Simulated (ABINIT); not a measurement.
## WS2 (Tungstenite): G0W0 with and without spin-orbit coupling

Wanted: the effect of spin-orbit coupling on the quasiparticle gap of WS2 (Tungstenite).

Calculated with ABINIT 10.8.3; PBE and many-body steps on it, plane waves.

This is a report of a sequence of runs, with most program output left out.

## 1. Starting point

Symmetry: P6_3/mmc, No. 194, hexagonal system. Conventional cell: a = 3.153 Å, b = 3.153 Å, c = 12.323 Å, α = 90.00°, β = 90.00°, γ = 120.00°. Nearest to W lie 6 S at 2.40 Å. S has 3 W at 2.40 Å nearest. Farther neighbours and most contacts between anions are not listed.

The cell and positions come from the Crystallography Open Database and are kept as given unless a step says otherwise. Spin-orbit coupling is left out unless a step names it.

## 2. Empty states on the mesh, 3×3×1 mesh, 133 bands

This step: ABINIT 10.8.3; DFT, PBE, plane waves, norm-conserving pseudopotentials.

The sums over transitions need many empty states on a uniform mesh; this step solves for them.

Contents of run.abi:

```
acell 3*1.0 Angstrom
rprim 
  3.153199999992 0.000000000002 0.000000000000
  -1.576599999998 2.730751303206 0.000000000000
  0.000000000000 0.000000000000 12.323000000000
ntypat 2
znucl 74 16
natom 6
typat 1 1 2 2 2 2
xred 
  0.333333333333 0.666666666667 0.250000000000
  0.666666666667 0.333333333333 0.750000000000
  0.333333333333 0.666666666667 0.622500000000
  0.666666666667 0.333333333333 0.122500000000
  0.333333333333 0.666666666667 0.877500000000
  0.666666666667 0.333333333333 0.377500000000
pp_dirpath "pseudos"
pseudos "W.upf, S.upf"
ecut 31
ngkpt 3 3 1
nshiftk 1
shiftk 0 0 0
kptopt 1
chksymbreak 0
iscf -2
irdden 1
istwfk *1
nband 133
nbdbuf 12
tolwfr 1e-09
nstep 60
prtvol 0
indata_prefix "in"
outdata_prefix "out"
tmpdata_prefix "tmp"
```

On the command line:

```
$ OMP_NUM_THREADS=1 mpirun -n 3 abinit run.abi > log
```

Run time: 32 s. Hardware: 3 MPI ranks of Arm Neoverse V1, shared host; peak memory 0.27 GiB.

This step gave:

```yaml
gap: 1.305 eV
k_of_the_valence_top: 0, 0, 0
k_of_the_conduction_bottom: 0.3333, 0.3333, 0
least_direct_gap: 1.837 eV
k_points_computed: 3
lowest_point_of_the_top_converged_band_above_the_valence_top: 42.61 eV
```

On this mesh the gap is 1.305 eV.

The density comes from a self-consistent run that is not shown.

## 3. Screening, 3×3×1 mesh, 121 bands, screening to 119.7 eV

The RPA dielectric matrix is built and inverted for each q.

This step: RPA screening on PBE, plane waves, norm-conserving pseudopotentials.

Changes to run.abi since step 2:

```diff
@@ -24,10 +24,11 @@
 chksymbreak 0
-iscf -2
-irdden 1
 istwfk *1
-nband 133
-nbdbuf 12
-tolwfr 1e-09
-nstep 60
-prtvol 0
+occopt 1
+irdwfk 1
+optdriver 3
+nband 121
+ecuteps 4.4
+inclvkb 0
+awtr 1
+symchi 1
 indata_prefix "in"
```

On the command line:

```
$ OMP_NUM_THREADS=1 mpirun -n 4 abinit run.abi > log
```

Elapsed: 11 s, on 4 MPI ranks; peak memory 0.68 GiB; 43 s of CPU time.

This step gave:

```
ε∞ with local fields, on this mesh, along the program's q direction : 18.10
the same without local fields                                       : 20.39
plasma frequency                                                    : 25.99 eV
plane waves in the screening matrix                                 : 315
```

Local fields lower ε∞ by 11 %. On a Γ-centred mesh this coarse the value itself is usually too large, while a short band sum pulls it down.

## 4. Scalar-relativistic

The self-energy is evaluated for the states that the input lists, and the levels follow from it, in one-shot runs by the linearised quasiparticle equation.

This step: G0W0 on PBE, plane waves, norm-conserving pseudopotentials.

Changes to run.abi since step 3:

```diff
@@ -27,8 +27,17 @@
 irdwfk 1
-optdriver 3
+optdriver 4
 nband 121
+gwcalctyp 0
+ecutsigx 31
+symsigma 1
+nkptgw 2
+kptgw 
+  0.0000000000 0.0000000000 0.0000000000
+  0.3333333333 0.3333333333 0.0000000000
+bdgw 
+  25 28
+  25 28
 ecuteps 4.4
-inclvkb 0
-awtr 1
-symchi 1
+irdscr 1
+ppmodel 1
 indata_prefix "in"
```

The job ended after 8.7 s (4 MPI ranks; peak memory 0.65 GiB; 35 s of CPU time).

Numbers from this step:

```yaml
g0w0_gap_on_the_points_computed: 2.011 eV
starting_gap_on_the_mesh: 1.305 eV
k_of_the_valence_top: 0, 0, 0
k_of_the_conduction_bottom: 0.3333, 0.3333, 0
z_at_the_valence_top: 0.788
z_at_the_conduction_bottom: 0.79
least_direct_g0w0_gap_on_the_computed_points: 2.569 eV
```

The gap on the mesh goes from 1.31 eV to 2.01 eV, a correction of +0.71 eV.

## 5. Empty states on the mesh, 3×3×1 mesh, 266 bands

This step: DFT, PBE with spin-orbit coupling, plane waves, norm-conserving pseudopotentials.

Changes to run.abi since step 4:

```diff
@@ -19,2 +19,3 @@
 ecut 31
+nspinor 2
 ngkpt 3 3 1
@@ -24,20 +25,10 @@
 chksymbreak 0
+iscf -2
+irdden 1
 istwfk *1
-occopt 1
-irdwfk 1
-optdriver 4
-nband 121
-gwcalctyp 0
-ecutsigx 31
-symsigma 1
-nkptgw 2
-kptgw 
-  0.0000000000 0.0000000000 0.0000000000
-  0.3333333333 0.3333333333 0.0000000000
-bdgw 
-  25 28
-  25 28
-ecuteps 4.4
-irdscr 1
-ppmodel 1
+nband 266
+nbdbuf 24
+tolwfr 1e-09
+nstep 60
+prtvol 0
 indata_prefix "in"
```

On the command line:

```
$ OMP_NUM_THREADS=1 mpirun -n 3 abinit run.abi > log
```

It took 4.6 min on 3 MPI ranks; peak memory 0.42 GiB; 14 min of CPU time.

Numbers from this step:

```
gap                                                           : 1.233 eV
k of the valence top                                          : 0, 0, 0
k of the conduction bottom                                    : 0.3333, 0.3333, 0
least direct gap                                              : 1.649 eV
k points computed                                             : 3
lowest point of the top converged band, above the valence top : 42.55 eV
```

On this mesh the gap is 1.233 eV.

The density comes from a self-consistent run that is not shown, made with spin-orbit coupling and fully relativistic files.

## 6. Screening, 3×3×1 mesh, 242 bands, screening to 119.7 eV

This step: RPA screening on PBE with spin-orbit coupling, plane waves, norm-conserving pseudopotentials.

Changes to run.abi since step 5:

```diff
@@ -25,10 +25,11 @@
 chksymbreak 0
-iscf -2
-irdden 1
 istwfk *1
-nband 266
-nbdbuf 24
-tolwfr 1e-09
-nstep 60
-prtvol 0
+occopt 1
+irdwfk 1
+optdriver 3
+nband 242
+ecuteps 4.4
+inclvkb 0
+awtr 1
+symchi 1
 indata_prefix "in"
```

On the command line:

```
$ OMP_NUM_THREADS=1 mpirun -n 4 abinit run.abi > log
```

Wall time 65 s (4 MPI ranks); peak memory 1.8 GiB; 4.3 min of CPU time.

Numbers from this step:

- ε∞ with local fields, on this mesh, along the program's q direction: 18.98
- the same without local fields: 21.34
- plasma frequency: 25.99 eV
- plane waves in the screening matrix: 315

## 7. With spin-orbit coupling

This step: G0W0 on PBE with spin-orbit coupling, plane waves, norm-conserving pseudopotentials.

Changes to run.abi since step 6:

```diff
@@ -28,8 +28,17 @@
 irdwfk 1
-optdriver 3
+optdriver 4
 nband 242
+gwcalctyp 0
+ecutsigx 31
+symsigma 0
+nkptgw 2
+kptgw 
+  0.0000000000 0.0000000000 0.0000000000
+  0.3333333333 0.3333333333 0.0000000000
+bdgw 
+  49 56
+  49 56
 ecuteps 4.4
-inclvkb 0
-awtr 1
-symchi 1
+irdscr 1
+ppmodel 1
 indata_prefix "in"
```

It took 99 s on 4 MPI ranks; peak memory 1.4 GiB; 6.6 min of CPU time.

This step gave:

```yaml
g0w0_gap_on_the_points_computed: 1.921 eV
starting_gap_on_the_mesh: 1.233 eV
k_of_the_valence_top: 0, 0, 0
k_of_the_conduction_bottom: 0.3333, 0.3333, 0
z_at_the_valence_top: 0.788
z_at_the_conduction_bottom: 0.791
least_direct_g0w0_gap_on_the_computed_points: 2.395 eV
```

Against G0W0 in ABINIT (3×3×1 mesh, 121 bands, screening to 119.7 eV, Godby-Needs plasmon pole), the gap moves by −0.090 eV.

## 8. Side by side

Times are wall times on 4 MPI ranks of Arm Neoverse V1, shared host, good to a factor of about two. A run's time includes the screening step that it read.

| run | mesh | bands | screening cutoff (eV) | DFT gap (eV) | gap on the mesh (eV) | direct (eV) | ε∞ used | time |
| --- | --- | --- | --- | --- | --- | --- | --- | --- |
| scalar-relativistic | 3×3×1 | 121 | 119.7 | 1.305 | 2.011 | 2.569 | 18.10 | 19 s |
| with spin-orbit coupling | 3×3×1 | 242 | 119.7 | 1.233 | 1.921 | 2.395 | 18.98 | 2.7 min |

## 9. Summary of results

```
scalar-relativistic      : 2.011 eV
with spin-orbit coupling : 1.921 eV
known limits             : not at the basis limit; screening head approximate; no spin-orbit coupling in some runs; coarse k mesh
```

**Reading.** With spin-orbit coupling: −0.090 eV against scalar-relativistic, −0.072 eV of it in the start. Bands and cutoff are finite, so the gap is not at the basis limit. The miss can reach some tenths of an eV and take either sign; the mesh is an error of its own. In the G0W0 runs levels were corrected at 2 k points alone, so a gap called «on the mesh» is the least over those, and an edge elsewhere would be missed. A denser mesh or path gives a starting gap of 0.98 eV: the GW mesh misses a band edge, so its gaps are not the fundamental one. The 3×3×1 mesh is coarse for this cell, which bears on the long-range parts of exchange and screening. The long-wavelength limit of the screening leaves out the non-local commutator, which shifts ε∞.

[Paths, hosts, dates, memory and timing lines, banners, echoed tables and standing remarks are left out of the program output.]

[Logs are printed without paths, hosts, clocks, repeated set-up lines and the standing remarks that a program may print on its own settings, such as how far it seeks lower states.]

[Runs of the session that timed out or met a known fault of the program may be left out.]

[Hosts, paths, dates, database ids (printed as entryN), source tags and the programs' standing remarks are cut or masked in the printed files.]

[G0W0 gaps are taken among the corrected bands and points alone; a level outside them can change the order at an edge.]

[Where Ansatz stands beside ABINIT at settings called matched, ABINIT's density can come from a denser mesh and the files from another edition; pairs whose starting gaps differed by over 0.03 eV were left out, so agreement reads better than it is.]
